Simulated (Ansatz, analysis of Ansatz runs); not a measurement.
# How often does O try the jump in Mg2TiO4 (Imma)?, part 2 of 2

Aim: the prefactor of a hop in Mg2TiO4 (Imma) (V_O hop (2.7 Å), charge +2) from the modes of the moving atom at the start and at the top of a path found beforehand. Model: a cell of 56 host atoms with 1 O taken out.

Ansatz 0.2.0; plane-wave PAW DFT, PBEsol; finite-difference force constants of the moving atom alone.

So far. Step 2 (Vibrations of the moving atom at the start point): The three modes are 374, 468 and 573 cm⁻¹: all real, a minimum for this atom with the others held.

**3. Vibrations of the moving atom at the top of the path**

The same at the top, where the mode along the path should be imaginary.

Input file qp2.top.modes/input.yaml:

```yaml
crystal:
  lattice:
    - [5.93160526, 5.95895149, 0.0]
    - [-5.93160526, 5.95895149, 0.0]
    - [0.0, 0.0, 8.47824647]
  atoms:
    - { symbol: Mg, position: [0.35069593, 0.34947446, 0.11057813] }
    - { symbol: Mg, position: [0.3756733, 0.87935891, 0.63981933] }
[... 5 atom lines left out ...]
    - { symbol: Mg, position: [0.77484773, 0.50289952, 0.23658677] }
[... 3 atom lines left out ...]
    - { symbol: Mg, position: [0.50633821, 0.76718655, 0.25656777] }
[... 2 atom lines left out ...]
    - { symbol: Mg, position: [0.62438683, 0.15377225, 0.36713984] }
[... 4 atom lines left out ...]
    - { symbol: Ti, position: [0.74964987, 0.78049939, 0.49494071] }
[... 3 atom lines left out ...]
    - { symbol: Ti, position: [0.47850327, 0.51746009, 0.52854534] }
[... 3 atom lines left out ...]
    - { symbol: O, position: [0.50848985, 0.74079197, 0.49893204] }
[... 6 atom lines left out ...]
    - { symbol: O, position: [0.62619684, 0.46812245, 0.39475561] }
[... 3 atom lines left out ...]
    - { symbol: O, position: [0.74246979, 0.73751792, 0.2732773] }
[... 2 atom lines left out ...]
    - { symbol: O, position: [0.76926756, 0.25327796, 0.21670171] }
[... 1 atom line left out ...]
    - { symbol: O, position: [0.2585073, 0.48965313, 0.50087148] }
[... 3 atom lines left out ...]
    - { symbol: O, position: [0.49176366, 0.49038822, 0.74121419] }
[... 3 atom lines left out ...]
    - { symbol: O, position: [0.47015685, 0.24730659, 0.5201723] }
[... 2 atom lines left out ...]
    - { symbol: O, position: [0.97855587, 0.76395469, 0.49842569] }
  symmetry: { detect: false }
total_charge: 2
basis:
  ecutwfc: 420
  xc_grid: 2
hamiltonian:
  xc: pbesol
kpoints:
  mp_grid: { grid: [1, 1, 1], shift: [0.25, 0.25, 0.25] }
scf:
  occupations: { method: fixed }
  max_iter: 150
phonons:
  supercell: [1, 1, 1]
  displaced_sites: [34]
  amplitude: 0.02
```

On the command line:

```console
> ansatz run input.yaml --threads 4 --pin off --max-ram 14131MiB --backend cpu --events-out ev --progress --plain --runs-dir out
```

Numbers of over 12 decimals in the logs are rounded to 6 here.

The program printed:

```text
[...]
Crystal: 55 atoms, lattice volume = 599.347 Å³
Basis set: ecut = 420 eV, 11701 PW (Γ), exchange–correlation on 120×120×120 points (8 copies of the dense FFT grid, shifted against one another)
Bands: 275, of which v1, the nominal top of the filled ones, is band 220 counted from 1 (219 counted from 0)
Symmetry: 1 space group operations
k-points: 1
[...]
SCF iter   1: F=—  HF=-67867.392576 eV  |F-HF|=—  |Δ(HF+E_count)|=         —  Δρ=1.32e-2  dr2=9.78e-1  ethr=1.77e-3  ⟨swp⟩=4.0  Hψ=874  notcnv=0  defer=51
[...]
SCF iter  16: F=-67867.101988 eV  HF=-67867.101988 eV  |F-HF|=7.28e-11  |Δ(HF+E_count)|=  2.47e-10  Δρ=2.46e-7  dr2=4.59e-10  ethr=1.00e-12  ⟨swp⟩=12.0  Hψ=1400  notcnv=0
SCF 1 converged in 16 iterations: F = -67867.101988 eV  dr2 = 4.59e-10
[...]
SCF iter  13: F=-67867.097748 eV  HF=-67867.097748 eV  |F-HF|=1.46e-11  |Δ(HF+E_count)|=  7.28e-11  Δρ=7.30e-8  dr2=3.89e-11  ethr=1.00e-12  ⟨swp⟩=4.0  Hψ=842  notcnv=0
SCF 2 converged in 13 iterations: F = -67867.097748 eV  dr2 = 3.89e-11
[...]
SCF iter   9: F=-67867.099155 eV  HF=-67867.099155 eV  |F-HF|=1.46e-11  |Δ(HF+E_count)|=    0.00e0  Δρ=5.30e-8  dr2=1.66e-11  ethr=1.00e-12  ⟨swp⟩=4.0  Hψ=737  notcnv=0
SCF 3 converged in 9 iterations: F = -67867.099155 eV  dr2 = 1.66e-11
[...]
SCF iter   1: F=—  HF=-67867.099867 eV  |F-HF|=—  |Δ(HF+E_count)|=         —  Δρ=4.42e-4  dr2=1.31e-3  ethr=1.64e-7  ⟨swp⟩=3.0  Hψ=889  notcnv=0  defer=49
eigensolver tolerance schedule calibrated: the retry pair's looser diagonalisation under-reported the residual by θ = 0.45 (0.10/decade); [...]
SCF iter   2: F=—  HF=-67867.099694 eV  |F-HF|=—  |Δ(HF+E_count)|=   1.72e-4  Δρ=2.63e-4  dr2=3.02e-4  ethr=1.64e-7  ⟨swp⟩=2.0  Hψ=426  notcnv=0  defer=51
[...]
SCF iter  12: F=-67867.099313 eV  HF=-67867.099313 eV  |F-HF|=1.46e-11  |Δ(HF+E_count)|=  2.91e-10  Δρ=9.89e-8  dr2=8.01e-11  ethr=1.00e-12  ⟨swp⟩=4.0  Hψ=866  notcnv=0
SCF 4 converged in 12 iterations: F = -67867.099313 eV  dr2 = 8.01e-11
[...]
SCF iter   8: F=-67867.100226 eV  HF=-67867.100226 eV  |F-HF|=0.00e0  |Δ(HF+E_count)|=  1.46e-11  Δρ=6.32e-8  dr2=3.06e-11  ethr=1.00e-12  ⟨swp⟩=4.0  Hψ=768  notcnv=0
SCF 5 converged in 8 iterations: F = -67867.100226 eV  dr2 = 3.06e-11
[...]
SCF iter  13: F=-67867.098808 eV  HF=-67867.098808 eV  |F-HF|=4.37e-11  |Δ(HF+E_count)|=  4.37e-11  Δρ=7.17e-8  dr2=3.43e-11  ethr=1.00e-12  ⟨swp⟩=4.0  Hψ=747  notcnv=0
SCF 6 converged in 13 iterations: F = -67867.098808 eV  dr2 = 3.43e-11
[...]
SCF iter   9: F=-67867.097178 eV  HF=-67867.097178 eV  |F-HF|=5.82e-11  |Δ(HF+E_count)|=  4.37e-11  Δρ=9.84e-8  dr2=3.65e-11  ethr=1.00e-12  ⟨swp⟩=4.0  Hψ=849  notcnv=0
SCF 7 converged in 9 iterations: F = -67867.097178 eV  dr2 = 3.65e-11
SCF converged after 16 iterations
Free energy (F): -67867.101988 eV
[...]
Internal energy: -67867.101988 eV  (E = F + TS)
E sigma→0 (E₀):  -67867.101988 eV
Fermi energy:    6.967896 eV
[...]
--- Forces (eV/Å), atoms counted from 1 ---
  atom   1  Mg     0.00041767     0.00236650    -0.00129026
  atom   2  Mg    -0.00063526     0.00011558     0.00098285
  [... 5 atoms left out ...]
  atom   8  Mg    -0.00149953     0.00347196    -0.00312508
  [... 3 atoms left out ...]
  atom  12  Mg     0.00317326     0.00122294    -0.00126220
  [... 2 atoms left out ...]
  atom  15  Mg    -0.00152210     0.00400342    -0.00189382
  [... 4 atoms left out ...]
  atom  20  Ti     0.00721542    -0.00333340    -0.00550985
  [... 3 atoms left out ...]
  atom  24  Ti     0.03141393     0.01184083    -0.01720247
  [... 3 atoms left out ...]
  atom  28  O      0.00541726    -0.00882331     0.00119264
  [... 6 atoms left out ...]
  atom  35  O     -0.03757379    -0.02197485     0.04100765
  [... 3 atoms left out ...]
  atom  39  O     -0.00219816     0.00291107     0.00388979
  [... 2 atoms left out ...]
  atom  42  O      0.00117332    -0.00356342    -0.00135530
  [... 9 atoms left out ...]
  atom  52  O     -0.00647349    -0.00002544     0.00104413
  [... 3 atoms left out ...]
  max |Σ_I F_I| component: 1.49e-5 eV/Å
--- Band table (eV) ---
[...]
transpose residual: 3.7e-3 eV/Å²
[...]
frequencies among the named sites at Γ of the cell (cm⁻¹): -106.21 324.49 857.02
  unstable modes among the named sites: 1
  frequencies as built, with no sum rule (cm⁻¹): -106.19 324.49 857.02
  zero-point energy: 0.073244 eV/cell   skipped modes (ω ≤ 0): 1, of them read as no rigid motion or as one in doubt: 1 (1.000e0 modes/cell left out, lowest -106.21 cm⁻¹)
[...]
```

It took 79 s on 4 threads of Arm Neoverse V1, shared host; peak memory 1.2 GiB; 5 min of CPU time.

This step gave:

- free energy: -67867.1020 eV
- frequencies of moving atom: -106.2, 324.5, 857.0 cm⁻¹ (negative: imaginary)

The three modes are 106i, 324 and 857 cm⁻¹: one imaginary, a saddle of first order for this atom with the others held.

**4. Attempt frequency and hop rate**

Analysis of the runs above: harmonic transition-state theory from the moving atom's modes alone (Vineyard), PBEsol.

It gives:

```yaml
attempt_frequency: 10.81 THz
```

Table of hop rate by temperature:

```csv
temperature (K),hop rate (1/s)
200,5.8e-24
300,7.2e-12
400,7.9e-6
600,8.80
800,9264
1000,6.0e5
```

**5. Summary of results**

```
attempt frequency (attempt frequency and hop rate) : 10.8 THz
```

The attempt frequency, the product of the three frequencies at the start over that of the two real ones at the top (Vineyard), is 10.8 THz. With the barrier of 1.44 eV it gives 8.8e+00 hops a second at 600 K along this one path; equivalent neighbouring sites multiply that. The host's atoms were held, though they move along the path too, so the prefactor is rough. Keep in mind: one k-point off the zone centre stands for the whole zone; periodic copies of the defect are only 8.4 Å apart.

[Logs are printed without paths, hosts, clocks, repeated set-up lines and the standing remarks that a program may print on its own settings, such as how far it seeks lower states.]

[Hosts, paths, dates, database ids (printed as entryN), source tags and the programs' standing remarks are cut or masked in the printed files.]
